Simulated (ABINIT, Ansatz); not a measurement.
# CsGeCl3 (R3m): bands and cutoff in G0W0 with ABINIT

Aim: raise bands and screening cutoff together for CsGeCl3 (R3m) and follow gap and time.

Calculated with ABINIT 10.8.3; LDA and many-body steps on it, plane waves.

This is a report of a sequence of runs, with most program output left out.

### 1. Set-up

The structure is trigonal, space group R3m (No. 160). The conventional cell has a = 7.694 Å, b = 7.694 Å, c = 9.535 Å, α = 90.00°, β = 90.00°, γ = 120.00°. Cs has 12 Cl at 3.86 to 3.90 Å nearest. Nearest to Ge lie 3 Cl at 2.37 Å. Nearest to Cl lie 2 Ge at 2.37 to 3.10 Å and 4 Cs at 3.86 to 3.90 Å. Farther neighbours and most contacts between anions are not listed.

The cell and positions are those that the Materials Project relaxed with its own functionals (PBE, PBE+U or r2SCAN), kept fixed. Spin-orbit coupling is left out unless a step names it.

### 2. Empty states on the mesh, 2×2×2 mesh, 352 bands

This step: ABINIT 10.8.3; DFT, LDA, plane waves, norm-conserving pseudopotentials.

The sums over transitions need many empty states on a uniform mesh; this step solves for them.

The input, run.abi:

```
acell 3*1.0 Angstrom
rprim 
  3.846816390705 2.220960478697 3.178300533600
  -3.846816390705 2.220960478697 3.178300533600
  0.000000000000 -4.441920957394 3.178300533600
ntypat 3
znucl 55 32 17
natom 5
typat 1 2 3 3 3
xred 
  0.998403350000 0.998403350000 0.998403350000
  0.515533150000 0.515533150000 0.515533150000
  0.496712670000 0.496712670000 0.948638170000
  0.496712670000 0.948638170000 0.496712670000
  0.948638170000 0.496712670000 0.496712670000
pp_dirpath "pseudos"
pseudos "Cs.upf, Ge.upf, Cl.upf"
ecut 56
ngkpt 2 2 2
nshiftk 1
shiftk 0 0 0
kptopt 1
chksymbreak 0
iscf -2
irdden 1
istwfk *1
nband 352
nbdbuf 32
tolwfr 1e-09
nstep 60
prtvol 0
indata_prefix "in"
outdata_prefix "out"
tmpdata_prefix "tmp"
```

Run with:

```sh
> OMP_NUM_THREADS=2 mpirun -n 4 abinit run.abi > log
```

It took 4.8 min on 4 MPI ranks of Arm Neoverse V2, shared host; peak memory 1 GiB; 30 min of CPU time.

Numbers from this step:

```
gap                                                           : 1.977 eV
k of the valence top                                          : 0.5, 0.5, 0.5
k of the conduction bottom                                    : 0.5, 0.5, 0.5
least direct gap                                              : 1.977 eV
k points computed                                             : 4
lowest point of the top converged band, above the valence top : 77.4812 eV
```

On this mesh the gap is 1.977 eV.

The density comes from a self-consistent run that is not shown.

### 3. Screening, 2×2×2 mesh, 62 bands, screening to 76.2 eV

The RPA dielectric matrix is built and inverted for each q.

This step: RPA screening on LDA, plane waves, norm-conserving pseudopotentials.

run.abi, as its differences from that of step 2:

```diff
@@ -23,10 +23,11 @@
 chksymbreak 0
-iscf -2
-irdden 1
 istwfk *1
-nband 352
-nbdbuf 32
-tolwfr 1e-09
-nstep 60
-prtvol 0
+occopt 1
+irdwfk 1
+optdriver 3
+nband 62
+ecuteps 2.8
+inclvkb 2
+awtr 1
+symchi 1
 indata_prefix "in"
```

Run with:

```sh
> OMP_NUM_THREADS=1 mpirun -n 8 abinit run.abi > log
```

The job ended after 16 s (8 MPI ranks; peak memory 3.7 GiB; 2.1 min of CPU time).

This step gave:

| Quantity | Value |
| --- | --- |
| ε∞ with local fields, on this mesh, along the program's q direction | 5.916 |
| the same without local fields | 7.189 |
| plasma frequency | 20.98 eV |
| plane waves in the screening matrix | 251 |

Local fields lower ε∞ by 18 %. On a Γ-centred mesh this coarse the value itself is usually too large, while a short band sum pulls it down.

### 4. 62 bands, 76.2 eV

The self-energy is evaluated for the states that the input lists, and the levels follow from it, in one-shot runs by the linearised quasiparticle equation.

This step: G0W0 on LDA, plane waves, norm-conserving pseudopotentials.

run.abi, as its differences from that of step 3:

```diff
@@ -26,8 +26,17 @@
 irdwfk 1
-optdriver 3
+optdriver 4
 nband 62
+gwcalctyp 0
+ecutsigx 56
+symsigma 1
+nkptgw 2
+kptgw 
+  0.5000000000 0.5000000000 0.5000000000
+  0.0000000000 0.0000000000 0.0000000000
+bdgw 
+  25 28
+  24 29
 ecuteps 2.8
-inclvkb 2
-awtr 1
-symchi 1
+irdscr 1
+ppmodel 1
 indata_prefix "in"
```

Elapsed: 5.7 s, on 8 MPI ranks; peak memory 0.38 GiB.

This step gave:

* G0W0 gap on the points computed: 3.693 eV
* starting gap on the mesh: 1.977 eV
* k of the valence top: 0.5, 0.5, 0.5
* k of the conduction bottom: 0.5, 0.5, 0.5
* Z at the valence top: 0.799
* Z at the conduction bottom: 0.82
* least direct G0W0 gap on the computed points: 3.693 eV

The gap on the mesh goes from 1.98 eV to 3.69 eV, a correction of +1.72 eV.

### 5. Screening, 2×2×2 mesh, 146 bands, screening to 141.5 eV

This step: RPA screening on LDA, plane waves, norm-conserving pseudopotentials.

run.abi, as its differences from that of step 4:

```diff
@@ -26,17 +26,8 @@
 irdwfk 1
-optdriver 4
-nband 62
-gwcalctyp 0
-ecutsigx 56
-symsigma 1
-nkptgw 2
-kptgw 
-  0.5000000000 0.5000000000 0.5000000000
-  0.0000000000 0.0000000000 0.0000000000
-bdgw 
-  25 28
-  24 29
-ecuteps 2.8
-irdscr 1
-ppmodel 1
+optdriver 3
+nband 146
+ecuteps 5.2
+inclvkb 2
+awtr 1
+symchi 1
 indata_prefix "in"
```

The job ended after 44 s (8 MPI ranks; peak memory 4.7 GiB).

Numbers from this step:

```
ε∞ with local fields, on this mesh, along the program's q direction : 5.957
the same without local fields                                       : 7.229
plasma frequency                                                    : 20.98 eV
plane waves in the screening matrix                                 : 619
```

### 6. 146 bands, 141.5 eV

This step: G0W0 on LDA, plane waves, norm-conserving pseudopotentials.

run.abi, as its differences from that of step 5:

```diff
@@ -26,8 +26,17 @@
 irdwfk 1
-optdriver 3
+optdriver 4
 nband 146
+gwcalctyp 0
+ecutsigx 56
+symsigma 1
+nkptgw 2
+kptgw 
+  0.5000000000 0.5000000000 0.5000000000
+  0.0000000000 0.0000000000 0.0000000000
+bdgw 
+  25 28
+  24 29
 ecuteps 5.2
-inclvkb 2
-awtr 1
-symchi 1
+irdscr 1
+ppmodel 1
 indata_prefix "in"
```

Elapsed: 17 s, on 8 MPI ranks; peak memory 2.9 GiB.

Numbers from this step:

```
G0W0 gap on the points computed              : 3.623 eV
starting gap on the mesh                     : 1.977 eV
k of the valence top                         : 0.5, 0.5, 0.5
k of the conduction bottom                   : 0.5, 0.5, 0.5
Z at the valence top                         : 0.788
Z at the conduction bottom                   : 0.809
least direct G0W0 gap on the computed points : 3.623 eV
```

Against G0W0 in ABINIT (2×2×2 mesh, 62 bands, screening to 76.2 eV, Godby-Needs plasmon pole), the gap moves by −0.070 eV.

### 7. Screening, 2×2×2 mesh, 320 bands, screening to 217.7 eV

This step: RPA screening on LDA, plane waves, norm-conserving pseudopotentials.

run.abi, as its differences from that of step 6:

```diff
@@ -26,17 +26,8 @@
 irdwfk 1
-optdriver 4
-nband 146
-gwcalctyp 0
-ecutsigx 56
-symsigma 1
-nkptgw 2
-kptgw 
-  0.5000000000 0.5000000000 0.5000000000
-  0.0000000000 0.0000000000 0.0000000000
-bdgw 
-  25 28
-  24 29
-ecuteps 5.2
-irdscr 1
-ppmodel 1
+optdriver 3
+nband 320
+ecuteps 8
+inclvkb 2
+awtr 1
+symchi 1
 indata_prefix "in"
```

The job ended after 2.5 min (8 MPI ranks; peak memory 6.8 GiB; 20 min of CPU time).

This step gave:

```yaml
eps_infinity_with_local_fields_on_this_mesh_along_the_program_s_q_direction: 5.962
the_same_without_local_fields: 7.235
plasma_frequency: 20.98 eV
plane_waves_in_the_screening_matrix: 1207
```

### 8. 320 bands, 217.7 eV

This step: G0W0 on LDA, plane waves, norm-conserving pseudopotentials.

run.abi, as its differences from that of step 7:

```diff
@@ -26,8 +26,17 @@
 irdwfk 1
-optdriver 3
+optdriver 4
 nband 320
+gwcalctyp 0
+ecutsigx 56
+symsigma 1
+nkptgw 2
+kptgw 
+  0.5000000000 0.5000000000 0.5000000000
+  0.0000000000 0.0000000000 0.0000000000
+bdgw 
+  25 28
+  24 29
 ecuteps 8
-inclvkb 2
-awtr 1
-symchi 1
+irdscr 1
+ppmodel 1
 indata_prefix "in"
```

The job ended after 94 s (8 MPI ranks; peak memory 6.8 GiB; 13 min of CPU time).

Numbers from this step:

```
G0W0 gap on the points computed              : 3.678 eV
starting gap on the mesh                     : 1.977 eV
k of the valence top                         : 0.5, 0.5, 0.5
k of the conduction bottom                   : 0.5, 0.5, 0.5
least direct G0W0 gap on the computed points : 3.678 eV
```

Against G0W0 in ABINIT (2×2×2 mesh, 146 bands, screening to 141.5 eV, Godby-Needs plasmon pole), the gap moves by +0.055 eV.

### 9. Side by side

Times are wall times on 8 MPI ranks of Arm Neoverse V2, shared host, good to a factor of about two. A run's time includes the screening step that it read.

```csv
run,mesh,bands,screening cutoff (eV),DFT gap (eV),gap on the mesh (eV),direct (eV),ε∞ used,time
"62 bands, 76.2 eV",2×2×2,62,76.2,1.977,3.693,3.693,5.92,22 s
"146 bands, 141.5 eV",2×2×2,146,141.5,1.977,3.623,3.623,5.96,61 s
"320 bands, 217.7 eV",2×2×2,320,217.7,1.977,3.678,3.678,5.96,4.1 min
```

### 10. Outcome

```yaml
62_bands_76p2_ev: 3.693 eV
146_bands_141p5_ev: 3.623 eV
320_bands_217p7_ev: 3.678 eV
known_limits: not at the basis limit; no spin-orbit coupling; coarse k mesh
```

**Reading.** From the first rung to the last the gap moves by −0.01 eV for 11 times the time. The gap turns back along the series, so no limit is drawn from it. In the G0W0 runs levels were corrected at 2 k points alone, so a gap called «on the mesh» is the least over those, and an edge elsewhere would be missed. The 2×2×2 mesh is coarse for this cell, which bears on the long-range parts of exchange and screening. The many-body steps are scalar-relativistic: spin-orbit coupling is not in them.

[Paths, hosts, dates, memory and timing lines, banners, echoed tables and standing remarks are left out of the program output.]

[Logs are printed without paths, hosts, clocks, repeated set-up lines and the standing remarks that a program may print on its own settings, such as how far it seeks lower states.]

[Runs of the session that timed out or met a known fault of the program may be left out.]

[Hosts, paths, dates, database ids (printed as entryN), source tags and the programs' standing remarks are cut or masked in the printed files.]

[G0W0 gaps are taken among the corrected bands and points alone; a level outside them can change the order at an edge.]

[Where Ansatz stands beside ABINIT at settings called matched, ABINIT's density can come from a denser mesh and the files from another edition; pairs whose starting gaps differed by over 0.03 eV were left out, so agreement reads better than it is.]
